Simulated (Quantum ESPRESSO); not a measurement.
# NaF (Villiaumite): phonons by linear response, part 3 of 5

How does NaF (Villiaumite) vibrate, and is this structure a minimum?

Quantum ESPRESSO 7.5; DFT LDA, scalar-relativistic, plane waves, PseudoDojo norm-conserving pseudopotentials.

So far, highest frequency (cm⁻¹): step 7 (interpolated phonon bands) 428.

## Step 9: Modes with the sum rule

A rigid shift of the crystal must cost nothing, but grids and finite bases break this; the acoustic sum rule is imposed before the matrix is diagonalised again. With Born charges the intensities follow, and the static dielectric tensor.

Contents of dynmat.in:

```
&input
   fildyn = 'x.dyn1'
   asr = 'simple'
   fileig = 'dynmat.eig'
   lperm = .true.
/
```

Launch:

```console
> dynmat.x -in dynmat.in > dynmat.out
```

The program printed:

```text
[banner, memory and clock lines left out]
Program DYNMAT v.7.5

     Reading Dynamical Matrix from file x.dyn1
     ...Force constants read
     ...epsilon and Z* read
     A direction for q was not specified:TO-LO splitting will be absent

     Polarizability (A^3 units)
     multiply by 0.763229 for Clausius-Mossotti correction
         1.689565   -0.000000    0.000000
        -0.000000    1.689565    0.000000
         0.000000    0.000000    1.689565

     IR activities are in (D/A)^2/amu units

# mode   [cm-1]    [THz]      IR
    1      0.00    0.0000    0.0000
    2      0.00    0.0000    0.0000
    3      0.00    0.0000    0.0000
    4    276.06    8.2761    2.2123
    5    276.06    8.2761    2.2123
    6    276.06    8.2761    2.2123

Electronic dielectric permittivity tensor (relative, adimensional)
         1.930667   -0.000000    0.000000
        -0.000000    1.930667    0.000000
         0.000000    0.000000    1.930667

 ... with zone-center polar mode contributions
         4.644617    0.000000    0.000000
         0.000000    4.644617    0.000000
         0.000000    0.000000    4.644617
```

It took 0.73 s on 1 thread of Intel Xeon at 2.50GHz (Skylake/Cascade Lake), shared host; peak memory 0.07 GiB.

Read from the output:

| Property | Result |
| --- | --- |
| mean static dielectric constant | 4.64 |

Unit eigenvectors of the mass-weighted matrix after the sum rule; no LO-TO term. The modes at Γ (shares of kinetic energy by element, %):

| mode | frequency (cm⁻¹) | symmetry | Na % | F % |
| --- | --- | --- | --- | --- |
| 1 | 0.0 | acoustic | 55 | 45 |
| 2 | 0.0 | acoustic | 55 | 45 |
| 3 | 0.0 | acoustic | 55 | 45 |
| 4 | 276.1 | T1u | 45 | 55 |
| 5 | 276.1 | T1u | 45 | 55 |
| 6 | 276.1 | T1u | 45 | 55 |

Displacements in mode 5 (276.1 cm⁻¹), the largest set to 1:
```
Na1  0.00  0.00 -0.83
F2   0.00  0.00  1.00
```

Degenerate modes summed, no LO-TO term. Infrared lines, with heights relative to the strongest:

| position (cm⁻¹) | lines merged | label | IR intensity, relative |
| --- | --- | --- | --- |
| 276 | 3 | T1u | 100 |

Static dielectric tensor (ions relaxed, fixed cell):

```
4.64 0.00 0.00
0.00 4.64 0.00
0.00 0.00 4.64
```

The rule moves no transverse optical mode by more than 0.1 cm⁻¹.

## Step 10: The sum rule changed (no)

Without the rule the raw error of the acoustic modes shows.

Contents of dynmat.in:

```
&input
   fildyn = 'x.dyn1'
   asr = 'no'
   fileig = 'dynmat.eig'
   lperm = .true.
/
```

Launch:

```console
> dynmat.x -in dynmat.in > dynmat.out
```

The program printed:

```text
[banner, memory and clock lines left out]
Program DYNMAT v.7.5

     Reading Dynamical Matrix from file x.dyn1
     ...Force constants read
     ...epsilon and Z* read
     A direction for q was not specified:TO-LO splitting will be absent

     Polarizability (A^3 units)
     multiply by 0.763229 for Clausius-Mossotti correction
         1.689565   -0.000000    0.000000
        -0.000000    1.689565    0.000000
         0.000000    0.000000    1.689565

     IR activities are in (D/A)^2/amu units

# mode   [cm-1]    [THz]      IR
    1      3.47    0.1042    0.0000
    2      3.47    0.1042    0.0000
    3      3.47    0.1042    0.0000
    4    276.08    8.2766    2.2122
    5    276.08    8.2766    2.2122
    6    276.08    8.2766    2.2122

Electronic dielectric permittivity tensor (relative, adimensional)
         1.930667   -0.000000    0.000000
        -0.000000    1.930667    0.000000
         0.000000    0.000000    1.930667

 ... with zone-center polar mode contributions
         4.644137   -0.000000   -0.000000
        -0.000000    4.644137    0.000000
        -0.000000    0.000000    4.644137
```

The job ended after 0.71 s (1 thread; peak memory 0.07 GiB).

Zone-centre frequencies as printed; negative means imaginary. Modes:

| mode | frequency (cm⁻¹) |
| --- | --- |
| 1 | 3.5 |
| 2 | 3.5 |
| 3 | 3.5 |
| 4 | 276.1 |
| 5 | 276.1 |
| 6 | 276.1 |

Against the first rule no mode moves by more than 3.5 cm⁻¹.

## Step 11: The sum rule changed: a sum rule for molecules or wires on a crystal

This rule also removes rotations, which suits molecules and not a crystal; it is tried to see the harm.

Contents of dynmat.in:

```
&input
   fildyn = 'x.dyn1'
   asr = 'zero-dim'
   fileig = 'dynmat.eig'
   lperm = .true.
/
```

Launch:

```console
> dynmat.x -in dynmat.in > dynmat.out
```

The program printed:

```text
[banner, memory and clock lines left out]
Program DYNMAT v.7.5

     Reading Dynamical Matrix from file x.dyn1
     ...Force constants read
     ...epsilon and Z* read
     Acoustic Sum Rule: || Z*(ASR) - Z*(orig)|| =    1.997475E+00
     Acoustic Sum Rule: ||dyn(ASR) - dyn(orig)||=    1.697337E-01
     A direction for q was not specified:TO-LO splitting will be absent

     Polarizability (A^3 units)
     multiply by 0.763229 for Clausius-Mossotti correction
         1.689565   -0.000000    0.000000
        -0.000000    1.689565    0.000000
         0.000000    0.000000    1.689565

     IR activities are in (D/A)^2/amu units

# mode   [cm-1]    [THz]      IR
    1     -0.00   -0.0000    0.0000
    2     -0.00   -0.0000    0.0000
    3      0.00    0.0000    0.0000
    4      0.00    0.0000    0.0000
    5      0.00    0.0000    0.0000
    6    276.08    8.2767    2.2123

Electronic dielectric permittivity tensor (relative, adimensional)
         1.930667   -0.000000    0.000000
        -0.000000    1.930667    0.000000
         0.000000    0.000000    1.930667

 ... with zone-center polar mode contributions
         2.835172   -0.904505   -0.904505
        -0.904505    2.835172    0.904505
        -0.904505    0.904505    2.835172
```

Wall time 0.8 s (1 thread); peak memory 0.07 GiB.

The run ended normally, but on settings that are not sound.

The fault: a sum rule for molecules or wires on a crystal; 2 optical modes are projected out to zero frequency, as if they were rotations, and the static dielectric tensor is spoilt.

For a crystal the rule has to be 'simple' or 'crystal'.

Zone-centre frequencies as printed; negative means imaginary. Modes:

| mode | frequency (cm⁻¹) |
| --- | --- |
| 1 | 0 |
| 2 | 0 |
| 3 | 0 |
| 4 | 0 |
| 5 | 0 |
| 6 | 276.1 |

## Step 12: Modes along a direction of q (1 0 0)

A longitudinal polar mode sets up a macroscopic field that stiffens it; the term hangs on the direction from which q goes to zero.

Contents of dynmat.in:

```
&input
   fildyn = 'x.dyn1'
   asr = 'simple'
   fileig = 'dynmat.eig'
   q(1) = 1.0
   q(2) = 0.0
   q(3) = 0.0
/
```

Launch:

```console
> dynmat.x -in dynmat.in > dynmat.out
```

The program printed:

```text
[banner, memory and clock lines left out]
Program DYNMAT v.7.5

     Reading Dynamical Matrix from file x.dyn1
     ...Force constants read
     ...epsilon and Z* read

     Polarizability (A^3 units)
     multiply by 0.763229 for Clausius-Mossotti correction
         1.689565   -0.000000    0.000000
        -0.000000    1.689565    0.000000
         0.000000    0.000000    1.689565

     IR activities are in (D/A)^2/amu units

# mode   [cm-1]    [THz]      IR
    1     -0.00   -0.0000    0.0000
    2     -0.00   -0.0000    0.0000
    3      0.00    0.0000    0.0000
    4    276.06    8.2761    2.2123
    5    276.06    8.2761    2.2123
    6    428.18   12.8365    2.2123
```

The job ended after 0.84 s (1 thread; peak memory 0.07 GiB).

Read from the output:

```
highest mode moved by the LO-TO term : 428.2 cm⁻¹
```

Zone-centre frequencies as printed; negative means imaginary. Modes:

| mode | frequency (cm⁻¹) |
| --- | --- |
| 1 | 0 |
| 2 | 0 |
| 3 | 0 |
| 4 | 276.1 |
| 5 | 276.1 |
| 6 | 428.2 |

The field moves one mode, from 276 to 428 cm⁻¹; the others stay.

## Step 13: The dispersion under another sum rule (no)

The sum rule corrects the force constants themselves, so it can shift branches at any wavevector, low ones most.

Contents of matdyn.in:

```
&input
   asr = 'no'
   flfrc = 'x.fc'
   flfrq = 'x.freq'
   flvec = 'x.modes'
   q_in_band_form = .true.
   q_in_cryst_coord = .true.
/
8
  0.0000000   0.0000000   0.0000000   8  ! GAMMA
  0.0000000   0.5000000   0.5000000   8  ! X
  0.0000000   0.6250000   0.3750000   1  ! U
 -0.3750000   0.3750000   0.0000000   8  ! K
  0.0000000   0.0000000   0.0000000   8  ! GAMMA
  0.0000000   0.5000000   0.0000000   8  ! L
 -0.2500000   0.5000000   0.2500000   8  ! W
  0.0000000   0.5000000   0.5000000   1  ! X
```

Launch:

```console
> matdyn.x -in matdyn.in > matdyn.out
```

The program printed:

```text
[banner, memory and clock lines left out]
Program MATDYN v.7.5

 mass for atomic type   1 not given; uses mass from file x.fc
 mass for atomic type   2 not given; uses mass from file x.fc
```

It took 0.76 s on 1 thread; peak memory 0.07 GiB.

This step gave:

```
lowest frequency on the path : 3.475 cm⁻¹
```

Matdyn.x, sum rule no. The phonon branches at the labelled points (cm⁻¹):

| point | branch 1 | branch 2 | branch 3 | branch 4 | branch 5 | branch 6 |
| --- | --- | --- | --- | --- | --- | --- |
| Γ | 4 | 4 | 4 | 276 | 276 | 428 |
| halfway | 102 | 102 | 219 | 283 | 283 | 359 |
| X | 144 | 144 | 266 | 291 | 291 | 311 |
| halfway | 150 | 169 | 259 | 285 | 292 | 310 |
| U | 167 | 223 | 239 | 268 | 292 | 305 |
| jump to K | 167 | 223 | 239 | 268 | 292 | 305 |
| halfway | 126 | 157 | 206 | 241 | 286 | 376 |
| Γ | 4 | 4 | 4 | 276 | 276 | 428 |
| halfway | 119 | 119 | 178 | 261 | 261 | 402 |
| L | 198 | 198 | 221 | 221 | 317 | 321 |
| halfway | 193 | 200 | 247 | 255 | 293 | 307 |
| W | 215 | 215 | 226 | 250 | 301 | 301 |
| halfway | 168 | 178 | 252 | 279 | 294 | 308 |
| X | 144 | 144 | 266 | 291 | 291 | 311 |

The phonon branches as a text plot (rows in cm⁻¹):

```
    419 |**                        *********
    402 |  **                    **         *
    384 |    *                  *            **
    366 |     **                               *
    349 |                     **                *
    331 |       **
    313 |         ********* **                   ******     *****
    295 |         **************                *    ************
    278 |************  ***      ***********                  **
    260 |       **   **** ****   ****      *****      **** ******
    242 |                ***  ***              *    *** *** *
    225 |     **          ******             ** *****     **
    207 |                *      *                     *******
    189 |               *  *****                ********    *
    172 |    *         *  *      **         *  *             **
    154 |             ****    ***                             ***
    136 |         ****                     * **
    119 |  **   **              *****       *
    101 |     **                 **
     83 |    *                     **    ***
     65 | *                        ***   **
     48 |  **                        *  *
     30 | *                          *  *
     12 |*                            **
         Γ           X  U|K            Γ         L        W     X
```

At the labelled points the branches move by up to 3.5 cm⁻¹.

## Step 14: A changed mass

Force constants don't depend on the masses, so an isotope effect costs no new response.

Contents of matdyn.in:

```
&input
   asr = 'simple'
   flfrc = 'x.fc'
   flfrq = 'x.freq'
   flvec = 'x.modes'
   q_in_band_form = .true.
   q_in_cryst_coord = .true.
   amass(1) = 22.99
   amass(2) = 37.997
/
8
  0.0000000   0.0000000   0.0000000   8  ! GAMMA
  0.0000000   0.5000000   0.5000000   8  ! X
  0.0000000   0.6250000   0.3750000   1  ! U
 -0.3750000   0.3750000   0.0000000   8  ! K
  0.0000000   0.0000000   0.0000000   8  ! GAMMA
  0.0000000   0.5000000   0.0000000   8  ! L
 -0.2500000   0.5000000   0.2500000   8  ! W
  0.0000000   0.5000000   0.5000000   1  ! X
```

Launch:

```console
> matdyn.x -in matdyn.in > matdyn.out
```

The program printed:

```text
[banner, memory and clock lines left out]
Program MATDYN v.7.5
```

The job ended after 0.78 s (1 thread; peak memory 0.07 GiB).

This step gave:

```
lowest frequency on the path : 0 cm⁻¹
```

Matdyn.x, sum rule simple. Phonon branches along the path, in cm⁻¹:

| point | branch 1 | branch 2 | branch 3 | branch 4 | branch 5 | branch 6 |
| --- | --- | --- | --- | --- | --- | --- |
| Γ | 0 | 0 | 0 | 235 | 235 | 365 |
| halfway | 85 | 85 | 178 | 242 | 242 | 311 |
| X | 119 | 119 | 208 | 250 | 250 | 281 |
| halfway | 124 | 139 | 204 | 245 | 252 | 278 |
| U | 136 | 179 | 190 | 232 | 258 | 270 |
| jump to K | 136 | 179 | 190 | 232 | 258 | 270 |
| halfway | 104 | 129 | 168 | 207 | 246 | 328 |
| Γ | 0 | 0 | 0 | 235 | 235 | 365 |
| halfway | 98 | 98 | 145 | 223 | 223 | 348 |
| L | 156 | 156 | 198 | 198 | 227 | 317 |
| halfway | 155 | 164 | 205 | 215 | 239 | 289 |
| W | 173 | 173 | 177 | 226 | 263 | 263 |
| halfway | 138 | 145 | 199 | 241 | 253 | 276 |
| X | 119 | 119 | 208 | 250 | 250 | 281 |

The phonon branches as a text plot (rows in cm⁻¹):

```
    357 |****                      *********
    342 |                        **         ***
    327 |    *                  *              **
    312 |     **              **                 ****
    296 |       **                                   **
    281 |         *******   **                         *     ****
    266 |                ***                            *****
    251 |       *********** *****                      **   *****
    236 |*******        ***      ***********         **     **
    220 |         *        *     ****       *** ***** ******
    205 |       ** ******  ******              ** ******     ****
    190 |                **   **                 *      **  *
    175 |     **         ***    *            **         ****
    160 |                   **                   ********  **
    144 |    *         **  *  **            *   *            *
    129 |             *****   *****            *              **
    114 |         *****                    * **                 *
     99 |  **   **              *****       *
     84 |     **                 **
     68 |    *                     **    ***
     53 | ***                      ***   **
     38 |                            *  *
     23 | *                          *  *
      8 |*                            **
         Γ           X  U|K            Γ         L        W     X
```

The top of the path falls from 428 to 365 cm⁻¹, a ratio of 0.85; a mode of that atom alone would give 0.71.

## Step 15: Ground state, volume × 0.97

Bonds stiffen under compression, so frequencies follow the volume; the atoms are not relaxed anew.

Contents of scf.in:

```
&control
   calculation = 'scf'
   prefix = 'x'
   outdir = './tmp'
   pseudo_dir = './pseudo'
   tprnfor = .true.
   tstress = .true.
/
&system
   ibrav = 0
   nat = 2
   ntyp = 2
   ecutwfc = 97.0
   occupations = 'fixed'
   nbnd = 10
/
&electrons
   conv_thr = 1.0d-12
   mixing_beta = 0.7
   electron_maxstep = 100
/
ATOMIC_SPECIES
 Na     22.9898  Na.upf
 F      18.9984  F.upf
CELL_PARAMETERS angstrom
    -2.228319024    0.000000000    2.228319024
     0.000000000    2.228319024    2.228319024
    -2.228319024    2.228319024    0.000000000
ATOMIC_POSITIONS crystal
 Na     0.000000000   0.000000000   0.000000000
 F      0.500000000   0.500000000   0.500000000
K_POINTS automatic
 8 8 8 0 0 0
```

Launch:

```console
> OMP_NUM_THREADS=1 mpirun -n 4 pw.x -nk 4 -in scf.in > scf.out
```

The program printed:

```text
[banners, grids and lines that vanish by symmetry left out]
[banner, memory and clock lines left out]
Program PWSCF v.7.5

[...]
kinetic-energy cutoff     =      97.0000  Ry
     charge density cutoff     =     388.0000  Ry
     scf convergence threshold =      1.0E-12
[...]
(   1   4   0   0   0   0   0)
[...]
48 Sym. Ops., with inversion, found
[...]
number of k points=    29
[...]
End of self-consistent calculation
[...]
highest occupied, lowest unoccupied level (ev):     1.4184    8.0827
!    total energy              =    -140.61682807 Ry
[...]
convergence has been achieved in  10 iterations
     atom    1 type  1   force =    -0.00000000   -0.00000000   -0.00000000
     atom    2 type  2   force =     0.00000000   -0.00000000   -0.00000000
     Total force =     0.000000     Total SCF correction =     0.000000
          total   stress  (Ry/bohr**3)                   (kbar)     P=       19.99
[...]
XML data file, charge density, pseudopotentials, collected wavefunctions
```

The job ended after 9.7 s (4 MPI ranks; peak memory of a rank 0.07 GiB).

Numbers from this step:

```yaml
volume_per_atom: 11.06 Å³
pressure: 1.999 GPa
gap_on_the_k_mesh: 6.664 eV
```

(Continued in part 4 of 5.)

[Long decimals in the printed logs are rounded to 6 places.]

[Host names, launcher messages, clock columns and parts of forces and stress are left out of these logs.]

[Logs are printed without paths, hosts, clocks, repeated set-up lines and the standing remarks that a program may print on its own settings, such as how far it seeks lower states.]

[Hosts, paths, dates, database ids (printed as entryN), source tags and the programs' standing remarks are cut or masked in the printed files.]

[Where Elk ran, warnings of its patched build on accuracy (core leakage, angular cutoffs, spin-orbit splittings, empty states, lower magnetic states) are left out.]

[Sessions in which a second program contradicted a gradient-corrected response are left out of this set, so agreement between programs is selected.]
